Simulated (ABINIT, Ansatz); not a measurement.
## CsVN2 (Fd-3m): G0W0 on several meshes in ABINIT

Aim: the GW shift of CsVN2 (Fd-3m) against the k mesh.

Main program and level: ABINIT 10.8.3; PBEsol and many-body steps on it, plane waves.

## 1. The starting structure

It takes space group Fd-3m (No. 227, cubic). The conventional cell has a = 8.344 Å, b = 8.344 Å, c = 8.344 Å, α = 90.00°, β = 90.00°, γ = 90.00°. Nearest to Cs lie 12 N at 3.46 Å and 4 Cs at 3.61 Å and 4 V at 3.61 Å. V has 4 N at 1.81 Å nearest. N has 2 V at 1.81 Å and 6 Cs at 3.46 Å nearest. Farther neighbours and most contacts between anions are not listed.

The cell and positions are those that the Materials Project relaxed with its own functionals (PBE, PBE+U or r2SCAN), kept fixed. Spin-orbit coupling is left out unless a step names it.

## 2. Empty states on the mesh, 2×2×2 mesh, 293 bands

This step: ABINIT 10.8.3; DFT, PBEsol, plane waves, norm-conserving pseudopotentials.

The sums over transitions need many empty states on a uniform mesh; this step solves for them.

run.abi

```
acell 3*1.0 Angstrom
rprim 
  0.000000000000 4.171935907400 4.171935907400
  4.171935907400 0.000000000000 4.171935907400
  4.171935907400 4.171935907400 0.000000000000
ntypat 3
znucl 55 23 7
natom 8
typat 1 1 2 2 3 3 3 3
xred 
  0.250000000000 0.250000000000 0.250000000000
  -0.000000000000 0.000000000000 -0.000000000000
  0.750000000000 0.750000000000 0.750000000000
  0.500000000000 0.500000000000 0.500000000000
  0.625000000000 0.625000000000 0.625000000000
  0.125000000000 0.625000000000 0.625000000000
  0.625000000000 0.125000000000 0.625000000000
  0.625000000000 0.625000000000 0.125000000000
pp_dirpath "pseudos"
pseudos "Cs.upf, V.upf, N.upf"
ecut 38
ngkpt 2 2 2
nshiftk 1
shiftk 0 0 0
kptopt 1
chksymbreak 0
iscf -2
irdden 1
istwfk *1
nband 293
nbdbuf 26
tolwfr 1e-09
nstep 60
prtvol 0
indata_prefix "in"
outdata_prefix "out"
tmpdata_prefix "tmp"
```

Run with:

```bash
> OMP_NUM_THREADS=1 mpirun -n 4 abinit run.abi > log
```

Numbers of over 12 decimals in the logs are rounded to 6 here.

Log:

```text
.Version 10.8.3 of ABINIT. v10.8.2 released Aug 2026.

 Symmetries : space group Fd -3 m (#227); Bravais cF (face-center cubic)
[... echo of the input left out ...]
== DATASET  1 ==================================================================
-   mpi_nproc: 4, omp_nthreads: 1 (-1 if OMP is not activated)
-    --> not optimal distribution: autoparal keyword recommended in input file <--

--- !DatasetInfo
iteration_state: {dtset: 1, }
dimensions: {natom: 8, nkpt: 3, mband: 293, nsppol: 1, nspinor: 1, nspden: 1, mpw: 10969, }
cutoff_energies: {ecut:  38.0, pawecutdg:  -1.0, }
[...]
2.73997    2.73997    2.74304    2.74304    2.74304    2.75257    2.75257    2.75257
   2.75308    2.75308    2.75308    2.78472    2.82001    2.84768    2.85546    2.85569
   2.85609    2.86645    2.86754    2.86923    2.87029
 prteigrs : prtvol=0 or 1, do not print more k-points.

== END DATASET(S) ==============================================================
================================================================================

 -outvars: echo values of variables after computation  --------
            nband         293
             nkpt           3
          spgroup         227
 [... the other variables as echoed above ...]

 Calculation completed.
```

Wall time 5.3 min (4 MPI ranks of Arm Neoverse N1, shared host); peak memory 0.58 GiB.

This step gave:

| Quantity | Value |
| --- | --- |
| gap | 0.5295 eV |
| k of the valence top | 0.5, 0, 0 |
| k of the conduction bottom | 0, 0, 0 |
| least direct gap | 0.5491 eV |
| k points computed | 3 |
| lowest point of the top converged band, above the valence top | 68.3376 eV |

On this mesh the gap is 0.530 eV.

The density comes from a self-consistent run that is not shown.

## 3. Screening, 2×2×2 mesh, 128 bands, screening to 114.3 eV

The RPA dielectric matrix is built and inverted for each q.

This step: RPA screening on PBEsol, plane waves, norm-conserving pseudopotentials.

run.abi, as its differences from that of step 2:

```diff
@@ -26,10 +26,11 @@
 chksymbreak 0
-iscf -2
-irdden 1
 istwfk *1
-nband 293
-nbdbuf 26
-tolwfr 1e-09
-nstep 60
-prtvol 0
+occopt 1
+irdwfk 1
+optdriver 3
+nband 128
+ecuteps 4.2
+inclvkb 2
+awtr 1
+symchi 1
 indata_prefix "in"
```

Log:

```text
.Version 10.8.3 of ABINIT. v10.8.2 released Aug 2026.

 Symmetries : space group Fd -3 m (#227); Bravais cF (face-center cubic)
[... echo of the input left out ...]
== DATASET  1 ==================================================================
-   mpi_nproc: 4, omp_nthreads: 1 (-1 if OMP is not activated)

--- !DatasetInfo
iteration_state: {dtset: 1, }
dimensions: {natom: 8, nkpt: 3, mband: 128, nsppol: 1, nspinor: 1, nspden: 1, mpw: 10969, }
cutoff_energies: {ecut:  38.0, pawecutdg:  -1.0, }
electrons: {nelect:   6.40000000E+01, charge:   0.00000000E+00, occopt:   1.00000000E+00, tsmear:   1.00000000E-02, }

 SCREENING: Calculation of the susceptibility and dielectric matrices

 Based on a program developped by R.W. Godby, V. Olevano, G. Onida, and L. Reining.
 Incorporated in ABINIT by V. Olevano, G.-M. Rignanese, and M. Torrent.
.Using double precision arithmetic ; gwpc =  8

[... cell and pseudopotentials left out ...]
--------------------------------------------------------------------------------

 ==== K-mesh for the wavefunctions ====
 Number of points in the irreducible wedge :     3
[... list of points left out ...]
 Together with 48 symmetry operations and time-reversal symmetry
 yields     8 points in the full Brillouin Zone.

 ==== Q-mesh for the screening function ====
 Number of points in the irreducible wedge :     3
[... list of points left out ...]
 Together with 48 symmetry operations and time-reversal symmetry
 yields     8 points in the full Brillouin Zone.

 setmesh: FFT mesh size selected  =    48x   48x   48
          total number of points  =       110592

 vcoul_init : cutoff-mode = AUXILIARY_FUNCTION
 q-points for optical limit:   1
     1)      0.000010    0.000020    0.000030

- screening: taking advantage of time-reversal symmetry
- Maximum band index for partially occupied states nbvw = 32
- Remaining bands to be divided among processors   nbcw = 96
- Number of bands treated by each node ~24

 Number of electrons calculated from density =   64.0000; Expected =   64.0000
 average of density, n =  0.065304
 r_s =    1.5405
 omega_plasma =   24.6505 [eV]

 calculating chi0 at frequencies [eV] :
  1    0.000000E+00    0.000000E+00
  2    0.000000E+00    2.465051E+01

--------------------------------------------------------------------------------
  q-point number  1        q = ( 0.000000, 0.000000, 0.000000) [r.l.u.]
--------------------------------------------------------------------------------
[... chi0 elements left out ...]
 For q-point:  0.000010 0.000020 0.000030
  dielectric constant = 117.0985
  dielectric constant without local fields = 127.7220

  Average fulfillment of the sum rule on Im[epsilon] for q-point    1 :     49.24  [%]
[... wings left out ...]
  q-point number  2        q = ( 0.500000, 0.000000, 0.000000) [r.l.u.]
--------------------------------------------------------------------------------
[... chi0 elements left out ...]
  Average fulfillment of the sum rule on Im[epsilon] for q-point    2 :     56.71  [%]

 [... 1 further q-points ...]
```

Elapsed: 81 s, on 4 MPI ranks; peak memory 2.4 GiB.

Numbers from this step:

```yaml
eps_infinity_with_local_fields_on_this_mesh_along_the_program_s_q_direction: 117.1
the_same_without_local_fields: 127.7
plasma_frequency: 24.65 eV
plane_waves_in_the_screening_matrix: 411
```

Local fields lower ε∞ by 8 %. The value itself is an artefact of the mesh, where one narrow direct gap carries too much weight.

## 4. 2×2×2

The self-energy is evaluated for the states that the input lists, and the levels follow from it, in one-shot runs by the linearised quasiparticle equation.

This step: G0W0 on PBEsol, plane waves, norm-conserving pseudopotentials.

run.abi, as its differences from that of step 3:

```diff
@@ -29,8 +29,17 @@
 irdwfk 1
-optdriver 3
+optdriver 4
 nband 128
+gwcalctyp 0
+ecutsigx 38
+symsigma 1
+nkptgw 2
+kptgw 
+  0.5000000000 0.0000000000 0.0000000000
+  0.0000000000 0.0000000000 0.0000000000
+bdgw 
+  30 34
+  30 34
 ecuteps 4.2
-inclvkb 2
-awtr 1
-symchi 1
+irdscr 1
+ppmodel 1
 indata_prefix "in"
```

Log:

```text
.Version 10.8.3 of ABINIT. v10.8.2 released Aug 2026.

 Symmetries : space group Fd -3 m (#227); Bravais cF (face-center cubic)
[... echo of the input left out ...]
== DATASET  1 ==================================================================
-   mpi_nproc: 4, omp_nthreads: 1 (-1 if OMP is not activated)

--- !DatasetInfo
iteration_state: {dtset: 1, }
dimensions: {natom: 8, nkpt: 3, mband: 128, nsppol: 1, nspinor: 1, nspden: 1, mpw: 10969, }
cutoff_energies: {ecut:  38.0, pawecutdg:  -1.0, }
electrons: {nelect:   6.40000000E+01, charge:   0.00000000E+00, occopt:   1.00000000E+00, tsmear:   1.00000000E-02, }

 SIGMA: Calculation of the GW corrections

 Based on a program developped by R.W. Godby, V. Olevano, G. Onida, and L. Reining.
 Incorporated in ABINIT by V. Olevano, G.-M. Rignanese, and M. Torrent.
.Using double precision arithmetic ; gwpc =  8

[... cell and pseudopotentials left out ...]
--------------------------------------------------------------------------------

 ==== K-mesh for the wavefunctions ====
 Number of points in the irreducible wedge :     3
[... list of points left out ...]
 Together with 48 symmetry operations and time-reversal symmetry
 yields     8 points in the full Brillouin Zone.

 ==== Q-mesh for screening function ====
 Number of points in the irreducible wedge :     3
[... list of points left out ...]
 Together with 48 symmetry operations and time-reversal symmetry
 yields     8 points in the full Brillouin Zone.

 vcoul_init : cutoff-mode = AUXILIARY_FUNCTION
 q-points for optical limit:   1
     1)      0.000010    0.000020    0.000030
 setmesh: FFT mesh size selected  =    64x   64x   64
          total number of points  =       262144

 Number of electrons calculated from density =   64.0000; Expected =   64.0000
 average of density, n =  0.065304
 r_s =    1.5405
 omega_plasma =   24.6505 [eV]

 === KS Band Gaps ===
  >>>> For spin  1
   Minimum direct gap =   0.5492 [eV], located at k-point      :   0.0000  0.0000  0.0000
   Fundamental gap    =   0.5296 [eV], Top of valence bands at :   0.5000  0.0000  0.0000
                                       Bottom of conduction at :   0.0000  0.0000  0.0000
 SIGMA fundamental parameters:
 PLASMON POLE MODEL  1
 number of plane-waves for SigmaX                10969
 number of plane-waves for SigmaC and W            411
 number of plane-waves for wavefunctions         10969
 number of bands                                   128
 number of independent spin polarizations            1
 number of spinorial components                      1
 number of k-points in IBZ                           3
 number of q-points in IBZ                           3
 number of symmetry operations                      48
 number of k-points in BZ                            8
 number of q-points in BZ                            8
 number of frequencies for dSigma/dE                 9
 frequency step for dSigma/dE [eV]                0.25
 number of omega for Sigma on real axis              0
 max omega for Sigma on real axis  [eV]           0.00
 zcut for avoiding poles [eV]                     0.10

 EPSILON^-1 parameters (SCR file):
 dimension of the eps^-1 matrix on file            411
 dimension of the eps^-1 matrix used               411
 number of plane-waves for wavefunctions         10969
 number of bands                                   128
 number of q-points in IBZ                           3
 number of frequencies                               2
 number of real frequencies                          1
 number of imag frequencies                          1

 matrix elements of self-energy operator (all in [eV])

 Perturbative Calculation

--- !SelfEnergy_ee
iteration_state: {dtset: 1, }
kpoint     : [   0.500,    0.000,    0.000, ]
spin       : 1
KS_gap     :    0.920
QP_gap     :    1.673
Delta_QP_KS:    0.754
data: !SigmaeeData |
     Band     E0 <VxcDFT>   SigX SigC(E0)      Z dSigC/dE  Sig(E)    E-E0       E
       30   4.047 -15.065 -17.863   3.619   0.752  -0.330 -14.448   0.617   4.664
       31   4.047 -15.065 -17.863   3.619   0.752  -0.330 -14.448   0.617   4.664
       32   5.656 -16.496 -18.840   3.479   0.748  -0.338 -15.647   0.848   6.504
       33   6.576 -20.433 -13.810  -4.485   0.749  -0.335 -18.831   1.602   8.177
       34   6.576 -20.433 -13.810  -4.485   0.749  -0.335 -18.831   1.602   8.177

--- !SelfEnergy_ee
iteration_state: {dtset: 1, }
kpoint     : [   0.000,    0.000,    0.000, ]
spin       : 1
KS_gap     :    0.549
QP_gap     :    1.362
Delta_QP_KS:    0.813
data: !SigmaeeData |
     Band     E0 <VxcDFT>   SigX SigC(E0)      Z dSigC/dE  Sig(E)    E-E0       E
       30   5.636 -16.446 -18.790   3.472   0.748  -0.337 -15.602   0.844   6.480
       31   5.636 -16.446 -18.790   3.472   0.748  -0.337 -15.602   0.844   6.480
       32   5.636 -16.446 -18.790   3.472   0.748  -0.337 -15.602   0.844   6.480
       33   6.186 -21.099 -14.214  -4.655   0.743  -0.346 -19.443   1.657   7.842
       34   6.186 -21.099 -14.214  -4.655   0.743  -0.346 -19.443   1.657   7.842

== END DATASET(S) ==============================================================
================================================================================

 -outvars: echo values of variables after computation  --------
           etotal      0.0000000000E+00
            nband         128
             nkpt           3
          spgroup         227
 [... the other variables as echoed above ...]

 Calculation completed.
```

The job ended after 27 s (4 MPI ranks; peak memory 1.6 GiB; 1.8 min of CPU time).

Numbers from this step:

* G0W0 gap on the points computed: 1.338 eV
* starting gap on the mesh: 0.5295 eV
* k of the valence top: 0.5, 0, 0
* k of the conduction bottom: 0, 0, 0
* Z at the valence top: 0.748
* Z at the conduction bottom: 0.743
* least direct G0W0 gap on the computed points: 1.362 eV

The gap on the mesh goes from 0.53 eV to 1.34 eV, a correction of +0.81 eV.

## 5. Empty states on the mesh, 4×4×4 mesh, 140 bands

This step: DFT, PBEsol, plane waves, norm-conserving pseudopotentials.

run.abi, as its differences from that of step 4:

```diff
@@ -21,3 +21,3 @@
 ecut 38
-ngkpt 2 2 2
+ngkpt 4 4 4
 nshiftk 1
@@ -26,20 +26,10 @@
 chksymbreak 0
+iscf -2
+irdden 1
 istwfk *1
-occopt 1
-irdwfk 1
-optdriver 4
-nband 128
-gwcalctyp 0
-ecutsigx 38
-symsigma 1
-nkptgw 2
-kptgw 
-  0.5000000000 0.0000000000 0.0000000000
-  0.0000000000 0.0000000000 0.0000000000
-bdgw 
-  30 34
-  30 34
-ecuteps 4.2
-irdscr 1
-ppmodel 1
+nband 140
+nbdbuf 12
+tolwfr 1e-09
+nstep 60
+prtvol 0
 indata_prefix "in"
```

Log:

```text
.Version 10.8.3 of ABINIT. v10.8.2 released Aug 2026.

 Symmetries : space group Fd -3 m (#227); Bravais cF (face-center cubic)
[... echo of the input left out ...]
== DATASET  1 ==================================================================
-   mpi_nproc: 4, omp_nthreads: 1 (-1 if OMP is not activated)

--- !DatasetInfo
iteration_state: {dtset: 1, }
dimensions: {natom: 8, nkpt: 8, mband: 140, nsppol: 1, nspinor: 1, nspden: 1, mpw: 11002, }
cutoff_energies: {ecut:  38.0, pawecutdg:  -1.0, }
[...]
1.43037    1.43037    1.45839    1.45839    1.45839    1.46402    1.46402    1.46402
   1.48472    1.49464    1.49464    1.49464    1.49476    1.51564    1.51564    1.51590
   1.52739    1.52777    1.52924    1.52924
 prteigrs : prtvol=0 or 1, do not print more k-points.

== END DATASET(S) ==============================================================
================================================================================

 -outvars: echo values of variables after computation  --------
            nband         140
             nkpt           8
          spgroup         227
 [... the other variables as echoed above ...]

 Calculation completed.
```

The job ended after 3.5 min (4 MPI ranks; peak memory 0.61 GiB; 14 min of CPU time).

Numbers from this step:

```yaml
gap: 0.5295 eV
k_of_the_valence_top: 0.5, 0, 0
k_of_the_conduction_bottom: 0, 0, 0
least_direct_gap: 0.5491 eV
k_points_computed: 8
lowest_point_of_the_top_converged_band_above_the_valence_top: 33.44 eV
```

On this mesh the gap is 0.530 eV.

## 6. Screening, 4×4×4 mesh, 128 bands, screening to 114.3 eV

This step: RPA screening on PBEsol, plane waves, norm-conserving pseudopotentials.

run.abi, as its differences from that of step 5:

```diff
@@ -26,10 +26,11 @@
 chksymbreak 0
-iscf -2
-irdden 1
 istwfk *1
-nband 140
-nbdbuf 12
-tolwfr 1e-09
-nstep 60
-prtvol 0
+occopt 1
+irdwfk 1
+optdriver 3
+nband 128
+ecuteps 4.2
+inclvkb 2
+awtr 1
+symchi 1
 indata_prefix "in"
```

Log:

```text
.Version 10.8.3 of ABINIT. v10.8.2 released Aug 2026.

 Symmetries : space group Fd -3 m (#227); Bravais cF (face-center cubic)
[... echo of the input left out ...]
== DATASET  1 ==================================================================
-   mpi_nproc: 4, omp_nthreads: 1 (-1 if OMP is not activated)

--- !DatasetInfo
iteration_state: {dtset: 1, }
dimensions: {natom: 8, nkpt: 8, mband: 128, nsppol: 1, nspinor: 1, nspden: 1, mpw: 11002, }
cutoff_energies: {ecut:  38.0, pawecutdg:  -1.0, }
electrons: {nelect:   6.40000000E+01, charge:   0.00000000E+00, occopt:   1.00000000E+00, tsmear:   1.00000000E-02, }

 SCREENING: Calculation of the susceptibility and dielectric matrices

 Based on a program developped by R.W. Godby, V. Olevano, G. Onida, and L. Reining.
 Incorporated in ABINIT by V. Olevano, G.-M. Rignanese, and M. Torrent.
.Using double precision arithmetic ; gwpc =  8

[... cell and pseudopotentials left out ...]
--------------------------------------------------------------------------------

 ==== K-mesh for the wavefunctions ====
 Number of points in the irreducible wedge :     8
[... list of points left out ...]
 Together with 48 symmetry operations and time-reversal symmetry
 yields    64 points in the full Brillouin Zone.

 ==== Q-mesh for the screening function ====
 Number of points in the irreducible wedge :     8
[... list of points left out ...]
 Together with 48 symmetry operations and time-reversal symmetry
 yields    64 points in the full Brillouin Zone.

 setmesh: FFT mesh size selected  =    48x   48x   48
          total number of points  =       110592

 vcoul_init : cutoff-mode = AUXILIARY_FUNCTION
 q-points for optical limit:   1
     1)      0.000010    0.000020    0.000030

- screening: taking advantage of time-reversal symmetry
- Maximum band index for partially occupied states nbvw = 32
- Remaining bands to be divided among processors   nbcw = 96
- Number of bands treated by each node ~24

 Number of electrons calculated from density =   64.0000; Expected =   64.0000
 average of density, n =  0.065304
 r_s =    1.5405
 omega_plasma =   24.6505 [eV]

 calculating chi0 at frequencies [eV] :
  1    0.000000E+00    0.000000E+00
  2    0.000000E+00    2.465051E+01

--------------------------------------------------------------------------------
  q-point number  1        q = ( 0.000000, 0.000000, 0.000000) [r.l.u.]
--------------------------------------------------------------------------------
[... chi0 elements left out ...]
 For q-point:  0.000010 0.000020 0.000030
  dielectric constant =  35.3049
  dielectric constant without local fields =  37.1796

  Average fulfillment of the sum rule on Im[epsilon] for q-point    1 :     49.37  [%]
[... wings left out ...]
  q-point number  2        q = ( 0.250000, 0.000000, 0.000000) [r.l.u.]
--------------------------------------------------------------------------------
[... chi0 elements left out ...]
  Average fulfillment of the sum rule on Im[epsilon] for q-point    2 :     63.27  [%]

 [... 6 further q-points ...]
```

Wall time 11 min (4 MPI ranks); peak memory 4.5 GiB; 45 min of CPU time.

This step gave:

```
ε∞ with local fields, on this mesh, along the program's q direction : 35.30
the same without local fields                                       : 37.18
plasma frequency                                                    : 24.65 eV
plane waves in the screening matrix                                 : 411
```

(Part 1 of 2 ends here.)

[Paths, hosts, dates, memory and timing lines, banners, echoed tables and standing remarks are left out of the program output.]

[Logs are printed without paths, hosts, clocks, repeated set-up lines and the standing remarks that a program may print on its own settings, such as how far it seeks lower states.]

[Runs of the session that timed out or met a known fault of the program may be left out.]

[Hosts, paths, dates, database ids (printed as entryN), source tags and the programs' standing remarks are cut or masked in the printed files.]

[G0W0 gaps are taken among the corrected bands and points alone; a level outside them can change the order at an edge.]

[Where Ansatz stands beside ABINIT at settings called matched, ABINIT's density can come from a denser mesh and the files from another edition; pairs whose starting gaps differed by over 0.03 eV were left out, so agreement reads better than it is.]
